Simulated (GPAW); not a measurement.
The Sn K edge of atom 1 in SnF4 (I4/mmm), with 2 F at 1.88 Å and 4 F at 2.02 Å (distorted octahedral, site symmetry 4/mmm), was computed in 2 ways: full core hole (charged cell) and no core hole. Program and functional: GPAW, LDA, Gaussian full width 8.49 eV; cells of 5 and 10 atoms (the run without a hole in the smaller).

Each run is counted from its own lowest empty level or Fermi level and scaled to a mean of 1 over its first 20 eV.

| E (eV) | run 1 | run 2 |
| --- | --- | --- |
| -2.0 | 0.07 | 0.12 |
| -1.5 | 0.09 | 0.15 |
| -1.0 | 0.11 | 0.20 |
| -0.5 | 0.15 | 0.26 |
| 0.0 | 0.19 | 0.32 |
| 0.5 | 0.24 | 0.40 |
| 1.0 | 0.29 | 0.49 |
| 1.5 | 0.36 | 0.59 |
| 2.0 | 0.43 | 0.70 |
| 2.5 | 0.52 | 0.81 |
| 3.0 | 0.61 | 0.93 |
| 3.5 | 0.71 | 1.05 |
| 4.0 | 0.81 | 1.17 |
| 4.5 | 0.91 | 1.28 |
| 5.0 | 1.01 | 1.37 |
| 5.5 | 1.11 | 1.45 |
| 6.0 | 1.20 | 1.52 |
| 6.5 | 1.28 | 1.56 |
| 7.0 | 1.35 | 1.58 |
| 7.5 | 1.40 | 1.57 |
| 8.0 | 1.44 | 1.55 |
| 8.5 | 1.46 | 1.51 |
| 9.0 | 1.46 | 1.45 |
| 9.5 | 1.45 | 1.38 |
| 10.0 | 1.42 | 1.30 |
| 10.5 | 1.38 | 1.22 |
| 11.0 | 1.33 | 1.14 |
| 11.5 | 1.28 | 1.06 |
| 12.0 | 1.23 | 0.99 |
| 12.5 | 1.17 | 0.92 |
| 13.0 | 1.12 | 0.86 |
| 13.5 | 1.08 | 0.82 |
| 14.0 | 1.04 | 0.78 |
| 14.5 | 1.00 | 0.75 |
| 15.0 | 0.98 | 0.73 |
| 15.5 | 0.96 | 0.72 |
| 16.0 | 0.94 | 0.71 |
| 16.5 | 0.93 | 0.71 |
| 17.0 | 0.92 | 0.70 |
| 17.5 | 0.91 | 0.70 |
| 18.0 | 0.91 | 0.70 |
| 18.5 | 0.89 | 0.70 |
| 19.0 | 0.88 | 0.70 |
| 19.5 | 0.86 | 0.69 |
| 20.0 | 0.84 | 0.68 |
| 20.5 | 0.82 | 0.66 |
| 21.0 | 0.79 | 0.65 |
| 21.5 | 0.75 | 0.63 |
| 22.0 | 0.72 | 0.60 |
| 22.5 | 0.69 | 0.58 |
| 23.0 | 0.66 | 0.56 |
| 23.5 | 0.63 | 0.53 |
| 24.0 | 0.60 | 0.51 |
| 24.5 | 0.58 | 0.49 |
| 25.0 | 0.56 | 0.48 |
| 25.5 | 0.54 | 0.46 |
| 26.0 | 0.54 | 0.45 |
| 26.5 | 0.53 | 0.45 |
| 27.0 | 0.53 | 0.44 |
| 27.5 | 0.54 | 0.44 |
| 28.0 | 0.54 | 0.44 |
| 28.5 | 0.55 | 0.44 |
| 29.0 | 0.56 | 0.45 |
| 29.5 | 0.57 | 0.45 |
| 30.0 | 0.58 | 0.45 |
| 30.5 | 0.59 | 0.45 |
| 31.0 | 0.59 | 0.45 |
| 31.5 | 0.59 | 0.45 |
| 32.0 | 0.59 | 0.45 |

Q: Which run is which?

Run 1: no core hole (area from −2 to 6 eV 4.1, main maxima 8.8 eV (1.46)). Run 2: full core hole (charged cell) (area from −2 to 6 eV 6.0, main maxima 7.2 eV (1.58)). With each curve scaled to its own mean, the area from −2 to 6 eV with the hole is 6.0 against 4.1, and the centre of weight from −1 to 20 eV moves by -1.2 eV: the hole pulls the absorber's empty states down.

[Hosts, paths, dates, database ids (printed as entryN), source tags and the programs' standing remarks are cut or masked in the printed files.]

[Lists of maxima count a maximum above −3 eV only where it reaches 4 % of the highest in the window and stands out from its surroundings by 2 % of it (1.5 % where it reaches 55 %); shoulders and weaker maxima are passed over, and of the rest the first, up to two pre-edge ones and the few strongest are named.]
